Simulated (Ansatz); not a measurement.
# Ca on Cr(100): change of the work function, part 6 of 6

Wanted: Δφ(θ) for Ca/Cr(100), starting from the hollow site.

Ansatz 0.2.0; plane-wave DFT, LDA, Ansatz PAW.

So far, work function, upper face (eV): step 2 (the clean slab) 4.12; step 3 (the covered slab, coverage 0.25 ML) 2.51; step 4 (adsorbate added, coverage 0.5 ML) 2.58; step 6 (the slab at 0.25 ML, atoms frozen) 2.51; step 7 (the substrate of the 0.25 ML cell alone) 4.16.

## (11) Varying the input

System of this step: Cr(100). The cell holds 5 atoms: 5 Cr. Its edges and angles: a = 2.880 Å, b = 2.880 Å, c = 23.760 Å, α = 90.0°, β = 90.0°, γ = 90.0°. Vacuum lies along c.

Another changed input: it repeats the earlier run at 0 ML with crystal.symmetry to detect: false and scf.mixing.preconditioner to kerker.

Input file input.yaml:

```yaml
crystal:
  lattice:
    - [2.88, 0.0, 0.0]
    - [0.0, 2.88, 0.0]
    - [0.0, 0.0, 23.76]
  atoms:
    - { symbol: Cr, position: [0.0, 0.0, 0.3787878788], spin: 2.0 }
    - { symbol: Cr, position: [0.5, 0.5, 0.4393939394], spin: -2.0 }
    - { symbol: Cr, position: [0.0, 0.0, 0.5], spin: 2.0 }
    - { symbol: Cr, position: [0.5, 0.5, 0.5606060606], spin: -2.0 }
    - { symbol: Cr, position: [0.0, 0.0, 0.6212121212], spin: 2.0 }
  symmetry: { detect: false }
magnetization:
  spin_polarized: true
kpoints:
  mp_grid: { grid: [10, 10, 1] }
hamiltonian:
  xc: lda
scf:
  occupations: { method: fermi_dirac, width: 0.1 }
  convergence: { dr2_threshold: 1.0e-08 }
  mixing: { preconditioner: kerker }
efield:
  axis: 3
  dipole_correction: true
  ramp_position: 0.97
  ramp_width: 0.06
relax:
  f_tol: 0.02
  max_steps: 60
  constraints: [{ sites: [0, 1] }]
output:
  write_potential: true
  write_density: true
  volumetric_format: npy
```

Run with:

```sh
$ ansatz run input.yaml --threads 4 --pin off --max-ram 12288MiB --backend cpu --events-out ev --progress --plain --runs-dir out
```

Numbers of over 12 decimals in the logs are rounded to 6 here.

The program printed:

```text
the start keeps a symmetry that the run doesn't impose, so 3 atoms are moved at random by 1.00e-2 Å, to let the relaxation leave a saddle point. relax.escape_saddle: false keeps them in place
[...]
Crystal: 5 atoms, lattice volume = 197.075 Å³
Basis set: ecut = 420 eV, 3843 PW (Γ)
Bands: 48, of which v1, the nominal top of the filled ones, is band 35 counted from 1 (34 counted from 0)
Symmetry: 1 space group operations
k-points: 52 of 100 (time reversal used)
[...]
Starting moments: Σ|m| = 10 μB on 5 of 5 sites
[...]
spin=Collinear: Kerker preconditioning applied to the charge; magnetization (m = ρ↑ − ρ↓) channel mixes plain (no charge-response kernel on spin).
SCF iter   1: F=—  HF=-16621.404860 eV  |F-HF|=—  |Δ(HF+E_count)|=         —  Δρ=6.39e-2 (↑5.96e-2 ↓6.39e-2)  dr2=3.58e1  dr2_m=6.26e-1  M=2.445 μB ∫|m|=7.474 μB  β_m=1.00  ethr=3.10e-3  p=-0.000 e·Å  D=-5.02e-8 V/Å  ΔV_dip=0.00 eV  dr2_dipole=2.07e-7  V_vac-E_F(+/−)=6.48/6.48 eV  ⟨swp⟩=10.4  Hψ=24706  notcnv=0
[...]
SCF iter  64: F=—  HF=-16610.696724 eV  |F-HF|=—  |Δ(HF+E_count)|=   1.73e-6  Δρ=1.16e-5 (↑1.16e-5 ↓7.30e-6)  dr2=5.10e-7  dr2_m=1.48e-7  M=3.896 μB ∫|m|=8.889 μB  ethr=7.66e-10  p=-0.000 e·Å  D=-1.82e-4 V/Å  ΔV_dip=0.00 eV  dr2_dipole=3.62e-7  V_vac-E_F(+/−)=4.02/4.01 eV  ⟨swp⟩=1.0  Hψ=11932  notcnv=0
[...]
iteration 64: the SCF's residuals had fallen too slowly under its mixing. It goes on by minimising its free energy, and can end on another state than longer mixing would; under `scf.algorithm: density_mixing` no SCF does so, but by `scf.convergence.dm_fallback`
SCF iter  65: F=—  HF=-16610.696729 eV  |F-HF|=—  |Δ(HF+E_count)|=   5.07e-6  Δρ=6.26e-6 (↑6.26e-6 ↓5.05e-6)  dr2=1.94e-7  dr2_m=1.28e-8  M=3.896 μB ∫|m|=8.889 μB  ethr=7.29e-10  p=0.000 e·Å  D=5.60e-6 V/Å  ΔV_dip=-0.00 eV  dr2_dipole=4.02e-9  V_vac-E_F(+/−)=4.01/4.01 eV  ⟨swp⟩=1.0  Hψ=19386  notcnv=0
[...]
SCF iter  70: F=-16610.696728 eV  HF=-16610.696728 eV  |F-HF|=7.24e-10  |Δ(HF+E_count)|=   6.45e-7  Δρ=1.38e-7 (↑1.38e-7 ↓8.85e-8)  dr2=5.45e-10  dr2_m=6.81e-12  M=3.896 μB ∫|m|=8.888 μB  ethr=2.29e-12  p=-0.000 e·Å  D=-1.03e-6 V/Å  ΔV_dip=0.00 eV  dr2_dipole=1.48e-10  V_vac-E_F(+/−)=4.01/4.01 eV  ⟨swp⟩=5.9  Hψ=24684  notcnv=0
SCF 1 converged in 70 iterations: F = -16610.696728 eV  dr2 = 5.45e-10
[...]
relax step   1: F+E_penalty+E_count = -16610.69672795 eV  Δ(F+E_penalty+E_count) = +0.000e0 eV  max|allowed force component| = 1.483e0 eV/Å  Δτ_max = 0.0000 Å  (70 SCF iters, accepted)
[...]
SCF iter  60: F=-16610.888928 eV  HF=-16610.888928 eV  |F-HF|=2.10e-9  |Δ(HF+E_count)|=  4.00e-11  Δρ=4.40e-7 (↑4.40e-7 ↓4.02e-7)  dr2=2.17e-9  dr2_m=1.31e-11  M=3.700 μB ∫|m|=7.931 μB  ethr=3.11e-12  p=-0.001 e·Å  D=-1.06e-3 V/Å  ΔV_dip=0.03 eV  dr2_dipole=3.98e-12  V_vac-E_F(+/−)=4.04/4.01 eV  ⟨swp⟩=6.2  Hψ=24729  notcnv=0
SCF 2 converged in 60 iterations: F = -16610.888928 eV  dr2 = 2.17e-9
relax step   2: F+E_penalty+E_count = -16610.88892768 eV  Δ(F+E_penalty+E_count) = -1.922e-1 eV  max|allowed force component| = 8.327e-1 eV/Å  Δτ_max = 0.1973 Å  (60 SCF iters, accepted)
[...]
SCF iter  59: F=-16610.966941 eV  HF=-16610.966941 eV  |F-HF|=4.84e-10  |Δ(HF+E_count)|=  1.46e-11  Δρ=3.59e-7 (↑3.59e-7 ↓2.78e-7)  dr2=4.10e-10  dr2_m=1.11e-10  M=3.376 μB ∫|m|=6.835 μB  ethr=1.00e-12  p=-0.005 e·Å  D=-4.69e-3 V/Å  ΔV_dip=0.11 eV  dr2_dipole=2.53e-11  V_vac-E_F(+/−)=4.13/4.01 eV  ⟨swp⟩=6.0  Hψ=26951  notcnv=0
SCF 3 converged in 59 iterations: F = -16610.966941 eV  dr2 = 4.10e-10
[...]
relax step   3: F+E_penalty+E_count = -16610.96694120 eV  Δ(F+E_penalty+E_count) = -7.801e-2 eV  max|allowed force component| = 3.657e-1 eV/Å  Δτ_max = 0.1849 Å  (59 SCF iters, accepted)
[...]
relax step   4: F+E_penalty+E_count = -16610.97127551 eV  Δ(F+E_penalty+E_count) = -4.334e-3 eV  max|allowed force component| = 1.694e-1 eV/Å  Δτ_max = 0.0404 Å  (50 SCF iters, accepted)
[...]
SCF iter   1: F=—  HF=-16610.973140 eV  |F-HF|=—  |Δ(HF+E_count)|=         —  Δρ=2.05e-3 (↑1.43e-3 ↓2.05e-3)  dr2=9.19e-3  dr2_m=4.28e-3  M=3.382 μB ∫|m|=6.876 μB  β_m=1.00  ethr=9.80e-5  p=-0.005 e·Å  D=-4.15e-3 V/Å  ΔV_dip=0.10 eV  dr2_dipole=1.27e-3  V_vac-E_F(+/−)=4.11/4.01 eV  ⟨swp⟩=2.2  Hψ=9652  notcnv=0
[...]
SCF iter  45: F=-16610.973568 eV  HF=-16610.973568 eV  |F-HF|=4.43e-8  |Δ(HF+E_count)|=   3.71e-9  Δρ=8.71e-7 (↑6.83e-7 ↓8.71e-7)  dr2=2.43e-9  dr2_m=9.28e-10  M=3.379 μB ∫|m|=6.857 μB  ethr=1.22e-11  p=-0.005 e·Å  D=-4.34e-3 V/Å  ΔV_dip=0.10 eV  dr2_dipole=1.32e-9  V_vac-E_F(+/−)=4.12/4.02 eV  ⟨swp⟩=6.9  Hψ=25406  notcnv=0
SCF 5 converged in 45 iterations: F = -16610.973568 eV  dr2 = 2.43e-9
relax step   5: F+E_penalty+E_count = -16610.97356810 eV  Δ(F+E_penalty+E_count) = -2.293e-3 eV  max|allowed force component| = 5.379e-3 eV/Å  Δτ_max = 0.0194 Å  (45 SCF iters, accepted)
[...]
WARN: the relaxation ended near the 8 symmetry operations of its rattled start. A stable structure does so, and so can a saddle point along a move or strain that wasn't checked. `relax.random_displacement` or `relax.escape_saddle: true` tries the moves, and a distorted `crystal.lattice` a strain
SCF converged after 45 iterations
Stability not checked: this state was not tested for a lower state beside it, because the mixer in use, unlike msr1, does not test its closes by its own steps (another_mixer; see scf.mixing.algorithm and scf.lower_state_search)
Magnetization: 3.3794 μB (36.6897 up, 33.3103 down)
Absolute magnetization: 6.8566 μB (∫|ρ↑−ρ↓|, with the PAW one-centre terms)
[...]
Per-site moments (μB) at R_I (Å): [(2.290153, 1.028838), (-0.895856, 0.999927), (0.632855, 0.999927), (-0.696173, 0.969788), (1.488969, 0.969788)]
Free energy (F): -16610.973568 eV
[...]
Internal energy: -16610.811766 eV  (E = F + TS)
E sigma→0 (E₀):  -16610.892667 eV
Entropy (-TS):   -0.161802 eV (-32.360 meV/atom)
Fermi energy:    2.843886 eV
Dipole field:    D = -0.004390 V/Å  (p = -0.004781 e·Å, saw-weighted, corrected)
Work function:   Φ+ = 4.1202 eV   Φ− = 4.0159 eV
[...]
--- Forces (eV/Å), atoms counted from 1 ---
  atom   1  Cr     0.00009363    -0.00009132     1.12413046
  atom   2  Cr    -0.00075448     0.00129605    -1.12986965
  atom   3  Cr     0.00135941    -0.00129614     0.00183531
  atom   4  Cr     0.00047737    -0.00049546     0.00537890
  atom   5  Cr    -0.00118249     0.00057990    -0.00151378
  max |Σ_I F_I| component: 3.88e-5 eV/Å
--- Band table (eV; the first three rows and the last of 104) ---
  k-point 0 ↑: bands = [... 31 lower, 1.9514, 2.0266, 2.0266, 2.2078, 2.2189, 2.2189, 2.3208, 2.8426, ... 9 higher]
  k-point 1 ↑: bands = [... 31 lower, 1.8172, 2.0669, 2.1174, 2.1546, 2.2668, 2.6000, 2.6182, 2.7122, ... 9 higher]
  k-point 2 ↑: bands = [... 31 lower, 1.5522, 1.8028, 2.0193, 2.1267, 2.5352, 2.6843, 2.8032, 3.0909, ... 9 higher]
  k-point 51 ↓: bands = [... 31 lower, 2.3839, 2.3839, 3.8596, 3.8706, 3.9255, 3.9853, 4.1806, 4.5028, ... 9 higher]
--- Relaxed structure (5 steps of the walk, 5 accepted, 0 SCFs on fresh bases) ---
  F+E_penalty+E_count = -16610.97356810 eV   max|allowed force component| = 5.379e-3 eV/Å
  atoms:
    - { symbol: Cr, position: [0.0, 0.0, 0.378788] }
    - { symbol: Cr, position: [0.500000, 0.500000, 0.439394] }
    - { symbol: Cr, position: [-6.663748955196339e-5, 0.000136232, 0.494761] }
    - { symbol: Cr, position: [0.500006, 0.500133, 0.556302] }
    - { symbol: Cr, position: [0.000223814, 2.9356671550281724e-5, 0.605792] }
```

Elapsed: 16 min, on 4 threads of Intel Xeon Platinum 8259CL at 2.50GHz (Skylake/Cascade Lake), shared host; peak memory 2.4 GiB.

Relaxation path:

```
step  energy less that of the first step (eV)  largest force component (eV/Å)
   1                                   0.0000                          1.4826
   2                                  -0.1922                          0.8327
   3                                  -0.2702                          0.3657
   4                                  -0.2745                          0.1694
   5                                  -0.2768                          0.0054
```

The atoms that moved most (Å):

```
atom     dx     dy      dz  length
 Cr5  0.001  0.000  -0.366   0.366
 Cr3  0.000  0.000  -0.124   0.124
 Cr4  0.000  0.000  -0.102   0.102
```

The relaxed structure:

```cif
data_structure
_symmetry_space_group_name_H-M 'P 1'
_symmetry_Int_Tables_number 1
_cell_length_a 2.8800
_cell_length_b 2.8800
_cell_length_c 23.7600
_cell_angle_alpha 90.000
_cell_angle_beta 90.000
_cell_angle_gamma 90.000
_cell_volume 197.07
loop_
_atom_site_label
_atom_site_type_symbol
_atom_site_fract_x
_atom_site_fract_y
_atom_site_fract_z
_atom_site_occupancy
Cr1 Cr 0.00000 0.00000 0.37879 1
Cr2 Cr 0.50000 0.50000 0.43939 1
Cr3 Cr 0.99993 0.00014 0.49476 1
Cr4 Cr 0.50001 0.50013 0.55630 1
Cr5 Cr 0.00022 0.00003 0.60579 1
```

Numbers from this step:

- energy at zero smearing: -16610.8927 eV
- total moment: 3.379 μB
- site moments: 2.290, -0.8959, 0.6329, -0.6962, 1.489 μB
- work function, upper face: 4.120 eV
- work function, lower face: 4.016 eV
- dipole along the normal: -0.004781 e·Å
- step between the vacuum levels: 0.1043 eV

```
                      quantity   this run  earlier run  difference
work function, upper face (eV)      4.120        4.120      3.9e-4
work function, lower face (eV)      4.016        4.016     -5.5e-4
 dipole along the normal (e·Å)  -0.004781    -0.004738     -4.3e-5
             total moment (μB)      3.379        3.379      3.2e-4
```

Nothing in the table moves by 0.01 in its unit (for the dipole 0.5 % and 5e-5 e·Å). The run took 284 SCF cycles against 66.

From the first step to the last the energy fell by 0.277 eV, and the largest move was 0.37 Å (Cr5). Judged within 0.08 Å, the space group went from P4/mmm to P4mm.

## (12) Outcome

```
work function of the clean face                                                           : 4.12 eV
work function at 0.25 ML                                                                  : 2.51 eV
work function at 0.5 ML                                                                   : 2.58 eV
dipole per adsorbate at 0.25 ML, positive end outwards                                    : 1.43 D
step of the potential from the moved charge at 0.25 ML, upper less lower side, atoms held : -1.66 eV
```

In words: Ca lowers the work function of Cr(100) at the lowest coverage, by 1.61 eV: the adsorbate layer has its positive end outwards. The slab has 5 layers, at the tabulated experimental lattice constant, one starting site was run, and quantum-size effects of a slab this thin can reach one or two tenths of an eV. The magnetic order is the one reached from the typed start; other orders were not compared.

[Logs are printed without paths, hosts, clocks, repeated set-up lines and the standing remarks that a program may print on its own settings, such as how far it seeks lower states.]

[Hosts, paths, dates, database ids (printed as entryN), source tags and the programs' standing remarks are cut or masked in the printed files.]

[Maps of the electrostatic potential energy from Ansatz leave out the sawtooth potential of an applied field or a dipole correction, so their vacuum need not be flat; planar profiles and work functions include it.]
